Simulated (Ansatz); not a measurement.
# LiTl2SbCl6: complex band structure, part 3 of 3

A new crystal, LiTl2SbCl6: structure, gap and complex bands. It is built by putting Sb for Bi, Tl for Rb in the Rb2LiBiCl6 structure of space group Fm-3m, with the volume rescaled by atomic radii. The parent structure comes from the Materials Project.

Ansatz 0.2.0; r2SCAN DFT, plane waves, PAW files (the session's first sound run).

So far, gap on the k-mesh (eV): step 3 (the bulk crystal and its band edges) 3.18.

The structure was built from a prototype and need not be the compound's stable phase.

### Step 5. Band edges at another level, cutoff 420 eV

This step: PBE DFT, plane waves, PAW files (Ansatz 0.2.0).

The edges again with PBE, at the same atoms. Against that run the cutoff is 420 eV against 500.

The input, input.yaml:

```yaml
crystal:
  lattice:
    - [0.0, 5.144356067, 5.144356067]
    - [5.144356067, 0.0, 5.144356067]
    - [5.144356067, 5.144356067, 0.0]
  atoms:
    - { symbol: Tl, position: [0.75, 0.75, 0.75] }
    - { symbol: Tl, position: [0.25, 0.25, 0.25] }
    - { symbol: Li, position: [0.5, 0.5, 0.5] }
    - { symbol: Sb, position: [0.0, 0.0, 0.0] }
    - { symbol: Cl, position: [0.7444878423, 0.2555121577, 0.2555121577] }
    - { symbol: Cl, position: [0.2555121577, 0.2555121577, 0.7444878423] }
    - { symbol: Cl, position: [0.2555121577, 0.7444878423, 0.7444878423] }
    - { symbol: Cl, position: [0.2555121577, 0.7444878423, 0.2555121577] }
    - { symbol: Cl, position: [0.7444878423, 0.2555121577, 0.7444878423] }
    - { symbol: Cl, position: [0.7444878423, 0.7444878423, 0.2555121577] }
kpoints:
  mp_grid: { grid: [4, 4, 4] }
  band_path: { path: [VBM, CBM], npoints: 30 }
scf:
  occupations: { method: fixed }
hamiltonian:
  xc: pbe
output:
  eigenvalues: true
```

Run with:

```
$ ansatz run input.yaml --threads 2 --pin off --max-ram 4096MiB --backend cpu --events-out ev --progress --plain --runs-dir out
```

Numbers of over 12 decimals in the logs are rounded to 6 here.

The program printed:

```text
[...]
Crystal: 10 atoms, lattice volume = 272.285 Å³
Basis set: ecut = 420 eV, 5209 PW (Γ)
Bands: 53, of which v1, the nominal top of the filled ones, is band 43 counted from 1 (42 counted from 0)
Symmetry: 48 space group operations
[...]
k-points: 8 of 64
[...]
SCF iter   1: F=—  HF=-36065.550023 eV  |F-HF|=—  |Δ(HF+E_count)|=         —  Δρ=7.14e-4  dr2=3.04e-3  ethr=1.77e-3  ⟨swp⟩=5.0  Hψ=1526  notcnv=0  defer=56
[...]
SCF iter   6: F=-36065.545401 eV  HF=-36065.545401 eV  |F-HF|=1.15e-8  |Δ(HF+E_count)|=   2.56e-7  Δρ=4.56e-6  dr2=4.34e-8  ethr=1.16e-10  ⟨swp⟩=17.1  Hψ=1974  notcnv=0
SCF 1 converged in 6 iterations: F = -36065.545401 eV  dr2 = 4.34e-8
[...]
SCF converged after 6 iterations
Free energy (F): -36065.545401 eV
[...]
Internal energy: -36065.545401 eV  (E = F + TS)
E sigma→0 (E₀):  -36065.545401 eV
Fermi energy:    3.865620 eV
[...]
--- Band table (eV; the first three rows and the last of 8) ---
  k-point 0: bands = [... 39 lower, 2.5528, 2.7586, 2.7586, 2.7586, 6.9855, 6.9855, 6.9855, 8.9060, ... 6 higher]
  k-point 1: bands = [... 39 lower, 2.6088, 2.6088, 2.6540, 3.1584, 6.8793, 7.4614, 7.4614, 8.1117, ... 6 higher]
  k-point 2: bands = [... 39 lower, 2.4001, 2.4079, 2.4258, 3.4866, 6.7245, 7.3602, 7.5255, 7.9687, ... 6 higher]
  k-point 7: bands = [... 39 lower, 2.2286, 2.4710, 2.4710, 3.8157, 7.3910, 7.4451, 7.6501, 7.6501, ... 6 higher]
```

Elapsed: 8.8 s, on 2 threads of AMD EPYC 9R45, shared host; peak memory 0.65 GiB; 17 s of CPU time.

Numbers from this step:

```yaml
free_energy: -36065.5454 eV
fermi_energy: 3.866 eV
gap_on_the_k_mesh: 2.859 eV
gap_on_path: 2.859 eV, by band count; negative where bands overlap
direct_gap_on_path: 3.066 eV
```

The electronic bands at the labelled points (eV, zero at the Fermi level (highest filled level under fixed occupations); v1 is the highest filled band, c1 the lowest empty one):

```csv
point,v4,v3,v2,v1,c1,c2,c3,c4
VBM,-1.65,-1.47,-1.10,0.00,3.07,3.59,3.59,3.93
halfway,-1.61,-1.60,-1.24,-0.17,3.24,3.52,3.84,3.84
CBM,-1.47,-1.46,-1.44,-0.38,2.86,3.49,3.66,4.10
```

The searched edges give 2.86 eV, as on the mesh.

Between step 3 and this run (PBE and cutoff 420 eV) the value for the gap on the k-mesh moves from 3.18 eV to 2.86 eV.

### Step 6. Complex bands at another level, cutoff 420 eV

This step: PBE DFT, plane waves, PAW files; complex bands by layer matching along the plane's normal (Ansatz 0.2.0).

The complex bands at that level, over its own gap, at (0, 0) and (0, -0.5).

The input, input.yaml:

```yaml
crystal:
  lattice:
    - [7.27521812, 0.0, 0.0]
    - [3.63760906, 6.30052371, 0.0]
    - [3.63760906, 2.10017457, 5.94019072]
  atoms:
    - { symbol: Tl, position: [0.25, 0.25, 0.25] }
    - { symbol: Tl, position: [0.75, 0.75, 0.75] }
    - { symbol: Li, position: [0.5, 0.5, 0.5] }
    - { symbol: Sb, position: [0.0, 0.0, 0.0] }
    - { symbol: Cl, position: [0.7444878423, 0.7444878423, 0.2555121577] }
    - { symbol: Cl, position: [0.7444878423, 0.2555121577, 0.2555121577] }
    - { symbol: Cl, position: [0.2555121577, 0.2555121577, 0.7444878423] }
    - { symbol: Cl, position: [0.2555121577, 0.7444878423, 0.2555121577] }
    - { symbol: Cl, position: [0.7444878423, 0.2555121577, 0.7444878423] }
    - { symbol: Cl, position: [0.2555121577, 0.7444878423, 0.7444878423] }
kpoints:
  mp_grid: { grid: [4, 4, 4] }
scf:
  occupations: { method: fixed }
hamiltonian:
  xc: pbe
output:
  eigenvalues: true
  transmission:
    leads: [[0, 0]]
    kpoints: [[0.0, 0.0], [0.0, -0.5]]
    e_range: [-1.0, 3.86]
    de: 0.12
```

The program printed:

```text
[...]
Crystal: 10 atoms, lattice volume = 272.285 Å³
Basis set: ecut = 420 eV, 5209 PW (Γ)
Bands: 53, of which v1, the nominal top of the filled ones, is band 43 counted from 1 (42 counted from 0)
Symmetry: 48 space group operations
[...]
k-points: 8 of 64
[...]
SCF iter   1: F=—  HF=-36065.549695 eV  |F-HF|=—  |Δ(HF+E_count)|=         —  Δρ=7.14e-4  dr2=3.08e-3  ethr=1.77e-3  ⟨swp⟩=5.0  Hψ=1496  notcnv=0  defer=57
[...]
SCF iter   6: F=-36065.545401 eV  HF=-36065.545401 eV  |F-HF|=1.41e-8  |Δ(HF+E_count)|=   2.91e-7  Δρ=4.30e-6  dr2=3.78e-8  ethr=1.16e-10  ⟨swp⟩=17.0  Hψ=2007  notcnv=0
SCF 1 converged in 6 iterations: F = -36065.545401 eV  dr2 = 3.78e-8
[...]
transmission: 8 of 16 steps passed
transmission: 16 of 16 steps passed
SCF converged after 6 iterations
Free energy (F): -36065.545401 eV
[...]
Internal energy: -36065.545401 eV  (E = F + TS)
E sigma→0 (E₀):  -36065.545401 eV
Fermi energy:    3.865634 eV
[...]
--- Band table (eV; the first three rows and the last of 8) ---
  k-point 0: bands = [... 39 lower, 2.5528, 2.7586, 2.7586, 2.7586, 6.9855, 6.9855, 6.9855, 8.9060, ... 6 higher]
  k-point 1: bands = [... 39 lower, 2.6088, 2.6088, 2.6540, 3.1584, 6.8793, 7.4614, 7.4614, 8.1117, ... 6 higher]
  k-point 2: bands = [... 39 lower, 2.4001, 2.4079, 2.4258, 3.4866, 6.7245, 7.3602, 7.5255, 7.9687, ... 6 higher]
  k-point 7: bands = [... 39 lower, 2.2286, 2.4710, 2.4710, 3.8157, 7.3910, 7.4451, 7.6502, 7.6502, ... 6 higher]
--- Transmission ---
  basis      : 397 plane waves across, 8 finite elements along
  points     : 2, as listed
[...]
channels       : 0.000000e0 a spin
[...]
slowest decay  : 0.3282 /Å at (0.0000, -0.5000)
```

The job ended after 52 s (2 threads; peak memory 1.9 GiB).

Numbers from this step:

```yaml
level_to_which_the_leads_are_filled: 1.429 eV from the Fermi level
decay_constant_at_the_filling_level_zone_centre: 0.3394 Å⁻¹
decay_constant_at_the_filling_level_slowest_listed_point: 0.3282 Å⁻¹
```

K parallel (0, 0); values up to 1.5 1/Å, a degenerate pair printed once or twice; energies at which all values exceed this have no row. The Im kz of the slowest decaying states by energy, zero at the highest filled level on the SCF mesh:

```csv
energy (eV),decay 1 (Å⁻¹),decay 2 (Å⁻¹),decay 3 (Å⁻¹),decay 4 (Å⁻¹)
-1.00,0.170,0.250,0.250,0.289
-0.76,0.260,0.262,0.316,0.421
-0.52,0.265,0.302,0.334,0.493
-0.28,0.155,0.249,0.327,0.347
-0.04,0.258,0.343,0.356,0.552
0.20,0.292,0.353,0.362,0.576
0.44,0.315,0.359,0.366,0.597
0.68,0.331,0.361,0.368,0.615
0.92,0.342,0.359,0.368,0.631
1.16,0.346,0.354,0.371,0.646
1.40,0.339,0.345,0.384,0.660
1.64,0.325,0.333,0.403,0.672
1.88,0.308,0.316,0.413,0.683
2.12,0.288,0.294,0.414,0.694
2.36,0.263,0.266,0.403,0.701
2.60,0.214,0.228,0.241,0.375
2.84,0.0707,0.174,0.215,0.321
3.08,0.0684,0.176,0.250,0.606
3.32,0.117,0.182,0.324,0.567
3.56,0.0979,0.447,0.523,0.731
3.80,0.473,0.518,0.731,0.804
```

K parallel (0, -0.5); values up to 1.5 1/Å, a degenerate pair printed once or twice; energies at which all values exceed this have no row. Im kz of the slowest decaying states against energy, zero at the highest filled level on the SCF mesh:

```csv
energy (eV),decay 1 (Å⁻¹),decay 2 (Å⁻¹),decay 3 (Å⁻¹),decay 4 (Å⁻¹)
-1.00,0.195,0.218,0.256,0.270
-0.76,0.220,0.291,0.304,0.312
-0.52,0.164,0.313,0.326,0.368
-0.28,0.329,0.339,0.401,0.433
-0.04,0.340,0.344,0.423,0.441
0.20,0.260,0.334,0.346,0.438
0.44,0.343,0.350,0.448,0.450
0.68,0.349,0.368,0.450,0.454
0.92,0.346,0.381,0.448,0.456
1.16,0.339,0.386,0.443,0.455
1.40,0.328,0.383,0.436,0.450
1.64,0.313,0.349,0.401,0.425
1.88,0.293,0.325,0.399,0.411
2.12,0.266,0.299,0.391,0.394
2.36,0.229,0.266,0.372,0.377
2.60,0.174,0.224,0.345,0.359
2.84,0.0498,0.163,0.310,0.336
3.08,0.262,0.293,0.307,0.338
3.32,0.0338,0.185,0.225,0.270
3.56,0.0773,0.165,0.220,0.236
3.80,0.117,0.141,0.160,0.324
```

At the listed wavevectors the last open channel is at -0.04 eV and the next at +2.96 eV on the grid. At +1.40 eV, the grid energy nearest the filling level (the middle of the gap on the SCF mesh), the slowest state at the listed wavevectors decays with κ = 0.328 Å⁻¹, its amplitude falling by e over 3.0 Å; the first such run, plane (111), gave 0.344 Å⁻¹.

### Step 7. The same cell, other settings

This step: r2SCAN DFT, plane waves, PAW files; complex bands by layer matching along the plane's normal; changed: hamiltonian.hubbard = {"sites": [{"species": "Cl", "l": "p", "u_eff": 20.0}]}, scf.max_iter = 80 (Ansatz 0.2.0).

This run repeats an earlier one, its twin (the complex run, plane (111)), with two settings changed (scf.max_iter, hamiltonian.hubbard.sites; files written aside). The setting was drawn as a possible misstep, on purpose. Where the input is shown as a difference, that is against the step before, not the twin.

Changes to input.yaml since step 6:

```diff
@@ -20,4 +20,6 @@
   occupations: { method: fixed }
+  max_iter: 80
 hamiltonian:
-  xc: pbe
+  xc: r2scan
+  hubbard: { sites: [{ species: Cl, l: p, u_eff: 20.0 }] }
 output:
@@ -27,3 +29,3 @@
     kpoints: [[0.0, 0.0], [0.0, -0.5]]
-    e_range: [-1.0, 3.86]
-    de: 0.12
+    e_range: [-1.0, 4.18]
+    de: 0.13
```

The program printed:

```text
Tl: projections on atomic orbitals take those of the free atom [Xe 4f14] 5d10 6s2 6p1, of charge +0.00 (hamiltonian.pseudopotentials.projection_atoms); the dataset's partial waves leave at most 3.0e-5 of an orbital's norm unspanned inside its sphere
Li: projections on atomic orbitals take those of the free atom 1s2 2s1, of charge +0.00 (hamiltonian.pseudopotentials.projection_atoms); the dataset's partial waves leave at most 8.9e-11 of an orbital's norm unspanned inside its sphere
Sb: projections on atomic orbitals take those of the free atom [Kr] 4d10 5s2 5p3, of charge +0.00 (hamiltonian.pseudopotentials.projection_atoms); the dataset's partial waves leave at most 3.6e-6 of an orbital's norm unspanned inside its sphere
Cl: projections on atomic orbitals take those of the free atom [Ne] 3s2 3p5, of charge +0.00 (hamiltonian.pseudopotentials.projection_atoms); the dataset's partial waves leave at most 2.1e-7 of an orbital's norm unspanned inside its sphere
[...]
Crystal: 10 atoms, lattice volume = 272.285 Å³
Basis set: ecut = 500 eV, 6855 PW (Γ), exchange–correlation on 216×216×216 points (64 copies of the dense FFT grid, shifted against one another)
Bands: 53, of which v1, the nominal top of the filled ones, is band 43 counted from 1 (42 counted from 0)
Symmetry: 48 space group operations
[...]
k-points: 8 of 64
[...]
SCF iter   1: F=—  HF=-36114.689989 eV  |F-HF|=—  |Δ(HF+E_count)|=         —  Δρ=4.30e-2  dr2=9.42e0  dr2_τ=3.01e-1  ethr=3.10e-3  ⟨swp⟩=4.6  Hψ=1594  notcnv=0  defer=55
[...]
SCF iter   8: F=-36118.174525 eV  HF=-36118.174525 eV  |F-HF|=2.33e-9  |Δ(HF+E_count)|=   1.37e-7  Δρ=1.29e-6  dr2=3.70e-9  dr2_τ=3.38e-10  ethr=1.16e-10  ⟨swp⟩=17.4  Hψ=2057  notcnv=0
SCF 1 converged in 8 iterations: F = -36118.174525 eV  dr2 = 3.70e-9
[...]
transmission: 8 of 16 steps passed
transmission: 16 of 16 steps passed
SCF converged after 8 iterations
Free energy (F): -36118.174525 eV
[...]
Internal energy: -36118.174525 eV  (E = F + TS)
E sigma→0 (E₀):  -36118.174525 eV
Fermi energy:    -0.249393 eV
[...]
--- Band table (eV; the first three rows and the last of 8) ---
  k-point 0: bands = [... 39 lower, -6.1121, -2.2493, -0.6780, -0.6660, 4.9455, 4.9455, 4.9455, 8.2189, ... 6 higher]
  k-point 1: bands = [... 39 lower, -6.1219, -2.0635, -0.5191, -0.5133, 4.9201, 5.1467, 5.1467, 7.7248, ... 6 higher]
  k-point 2: bands = [... 39 lower, -6.1264, -1.9234, -0.3738, -0.3590, 4.9417, 5.3574, 5.3574, 7.3870, ... 6 higher]
  k-point 7: bands = [... 39 lower, -6.2178, -1.6917, -0.2588, -0.2588, 5.2270, 5.2270, 5.2383, 7.2446, ... 6 higher]
Occupation matrices written to <dir>
--- Transmission ---
  basis      : 475 plane waves across, 8 finite elements along
  points     : 2, as listed
[...]
channels       : 0.000000e0 a spin
[...]
slowest decay  : 0.5101 /Å at (0.0000, 0.0000)
```

It took 2 min on 2 threads; peak memory 2.7 GiB; 3.3 min of CPU time.

Residual by cycle:

cycle, log10 residual and a bar from the least value:
```
        1        1.0 ##############################
        2        0.4 ############################
        3       -1.1 #######################
        4       -2.5 ###################
        5       -4.1 ##############
        6       -5.3 ##########
        7       -6.7 #####
        8       -8.4
```

The run finished. A setting was moved off its sound value on purpose, so it serves as a test and not as the result.

The fault put into the input: an enormous or negative U (hamiltonian.hubbard).

The two runs compared:

```csv
quantity,this run,sound run,difference
Fermi energy (eV),-0.24939,3.6695,-3.92
gap on the k-mesh (eV),5.1695,3.1834,1.99
level to which the leads are filled (eV from the Fermi level),2.5848,1.5917,0.993
"decay constant at the filling level, zone centre (Å⁻¹)",0.51011,0.35539,0.155
"decay constant at the filling level, slowest listed point (Å⁻¹)",0.5101,0.3442,0.166
```

The two runs differ clearly in the gap on the k-mesh: 5.17 eV against 3.18 eV.

### Step 8. A repeat with changed settings

This step: r2SCAN DFT, plane waves, PAW files; complex bands by layer matching along the plane's normal; changed: scf.mixing.preconditioner = "local_kerker", basis.xc_grid = 3 (Ansatz 0.2.0).

This run repeats an earlier one, its twin (the complex run, plane (111)), with two settings changed (scf.mixing.preconditioner, basis.xc_grid; files written aside). It is meant to test whether the numerical route changes the result or only the time. Where the input is shown as a difference, that is against the step before, not the twin.

Changes to input.yaml since step 7:

```diff
@@ -20,6 +20,5 @@
   occupations: { method: fixed }
-  max_iter: 80
+  mixing: { preconditioner: local_kerker }
 hamiltonian:
   xc: r2scan
-  hubbard: { sites: [{ species: Cl, l: p, u_eff: 20.0 }] }
 output:
@@ -31 +30,3 @@
     de: 0.13
+basis:
+  xc_grid: 3
```

The program printed:

```text
[...]
Crystal: 10 atoms, lattice volume = 272.285 Å³
Basis set: ecut = 500 eV, 6855 PW (Γ), exchange–correlation on 162×162×162 points (27 copies of the dense FFT grid, shifted against one another)
Bands: 53, of which v1, the nominal top of the filled ones, is band 43 counted from 1 (42 counted from 0)
Symmetry: 48 space group operations
[...]
k-points: 8 of 64
[...]
SCF iter   1: F=—  HF=-36135.365801 eV  |F-HF|=—  |Δ(HF+E_count)|=         —  Δρ=5.43e-3  dr2=5.19e-2  dr2_τ=1.86e-2  ethr=1.77e-3  ⟨swp⟩=4.6  Hψ=1555  notcnv=0  defer=52
[...]
SCF iter   6: F=-36135.396165 eV  HF=-36135.396165 eV  |F-HF|=8.52e-9  |Δ(HF+E_count)|=   3.92e-8  Δρ=4.97e-6  dr2=6.38e-8  dr2_τ=3.59e-9  ethr=1.16e-10  ⟨swp⟩=16.5  Hψ=2413  notcnv=0
SCF 1 converged in 6 iterations: F = -36135.396165 eV  dr2 = 6.38e-8
[...]
transmission: 8 of 16 steps passed
transmission: 16 of 16 steps passed
SCF converged after 6 iterations
Free energy (F): -36135.396165 eV
[...]
Internal energy: -36135.396165 eV  (E = F + TS)
E sigma→0 (E₀):  -36135.396165 eV
Fermi energy:    3.669554 eV
[...]
--- Band table (eV; the first three rows and the last of 8) ---
  k-point 0: bands = [... 39 lower, 2.3659, 2.3659, 2.3659, 2.3717, 7.1031, 7.1031, 7.1031, 9.0282, ... 6 higher]
  k-point 1: bands = [... 39 lower, 2.2141, 2.2141, 2.2582, 2.9492, 6.9991, 7.5717, 7.5717, 8.2247, ... 6 higher]
  k-point 2: bands = [... 39 lower, 2.0003, 2.0045, 2.0228, 3.2897, 6.8529, 7.4719, 7.6104, 8.0722, ... 6 higher]
  k-point 7: bands = [... 39 lower, 1.8751, 2.0754, 2.0754, 3.6213, 7.5087, 7.5413, 7.7495, 7.7604, ... 6 higher]
--- Transmission ---
  basis      : 475 plane waves across, 8 finite elements along
  points     : 2, as listed
[...]
channels       : 0.000000e0 a spin
[...]
slowest decay  : 0.3442 /Å at (0.0000, -0.5000)
```

Wall time 69 s (2 threads); peak memory 2.6 GiB.

This step gave:

- free energy: -36135.3962 eV
- Fermi energy: 3.670 eV
- gap on the k-mesh: 3.183 eV
- level to which the leads are filled: 1.592 eV from the Fermi level
- decay constant at the filling level, zone centre: 0.3554 Å⁻¹
- decay constant at the filling level, slowest listed point: 0.3442 Å⁻¹

K parallel (0, 0); values up to 1.5 1/Å, a degenerate pair printed once or twice; energies at which all values exceed this have no row. The Im kz of the slowest decaying states by energy, zero at the highest filled level on the SCF mesh:

```csv
energy (eV),decay 1 (Å⁻¹),decay 2 (Å⁻¹),decay 3 (Å⁻¹),decay 4 (Å⁻¹)
-1.00,0.254,0.273,0.305,0.394
-0.74,0.282,0.305,0.331,0.492
-0.48,0.284,0.336,0.348,0.527
-0.22,0.193,0.263,0.355,0.360
0.04,0.278,0.368,0.368,0.581
0.30,0.309,0.373,0.376,0.603
0.56,0.331,0.375,0.380,0.622
0.82,0.347,0.375,0.381,0.639
1.08,0.357,0.374,0.377,0.654
1.34,0.362,0.371,0.372,0.668
1.60,0.355,0.361,0.382,0.680
1.73,0.346,0.354,0.395,0.685
1.99,0.327,0.339,0.413,0.696
2.25,0.307,0.318,0.418,0.706
2.51,0.284,0.291,0.411,0.711
2.77,0.254,0.256,0.389,0.681
3.03,0.181,0.208,0.230,0.341
3.29,0.129,0.194,0.266,0.613
3.55,0.139,0.193,0.253,0.572
3.81,0.110,0.419,0.527,0.738
4.07,0.476,0.507,0.737,0.807
```

K parallel (0, -0.5); values up to 1.5 1/Å, a degenerate pair printed once or twice; energies at which all values exceed this have no row. Im kz of the slowest decaying states against energy, zero at the highest filled level on the SCF mesh:

```csv
energy (eV),decay 1 (Å⁻¹),decay 2 (Å⁻¹),decay 3 (Å⁻¹),decay 4 (Å⁻¹)
-1.00,0.247,0.295,0.299,0.301
-0.74,0.232,0.322,0.330,0.366
-0.48,0.146,0.340,0.348,0.406
-0.22,0.353,0.359,0.432,0.457
0.04,0.117,0.361,0.362,0.450
0.30,0.321,0.334,0.368,0.462
0.56,0.366,0.370,0.469,0.469
0.82,0.368,0.387,0.468,0.473
1.08,0.364,0.397,0.465,0.473
1.34,0.356,0.399,0.458,0.471
1.60,0.344,0.388,0.401,0.449
1.73,0.337,0.370,0.410,0.444
1.99,0.319,0.345,0.410,0.430
2.25,0.294,0.319,0.403,0.413
2.51,0.262,0.287,0.389,0.392
2.77,0.215,0.247,0.365,0.371
3.03,0.139,0.192,0.331,0.348
3.29,0.0907,0.286,0.316,0.319
3.55,0.217,0.253,0.282,0.286
3.81,0.136,0.183,0.233,0.272
4.07,0.113,0.157,0.164,0.329
```

The least decay constant is 0.344 Å⁻¹ against 0.344 Å⁻¹ in the twin: no change within 1 %.

### Step 9. Results

- band gap: 3.18 eV
- least decay constant at mid-gap, normal to (111): 0.344 Å⁻¹
- least decay constant, PBE: 0.328 Å⁻¹

What this shows: With r2SCAN, the slowest decay at the wavevectors tried is κ = 0.344 Å⁻¹, normal to (111). Through such a film the transmission near mid-gap falls as exp(−2κd), a factor of ten every 3.3 Å. A free electron under a barrier of half the gap would need a mass of 0.28 mₑ to decay at this rate. With PBE the gap goes from 3.18 to 2.86 eV and the decay constant, over the first 2 listed wavevectors, from 0.344 to 0.328 Å⁻¹. The compound is made up by substitution; its stability against other phases and against distortions of the cell's symmetry was not tested. r2SCAN still narrows gaps, if less than LDA and GGA do, while spin-orbit coupling, left out here, narrows them in compounds of heavy elements, so the error in κ can go either way.

[Logs are printed without paths, hosts, clocks, repeated set-up lines and the standing remarks that a program may print on its own settings, such as how far it seeks lower states.]

[Hosts, paths, dates, database ids (printed as entryN), source tags and the programs' standing remarks are cut or masked in the printed files.]
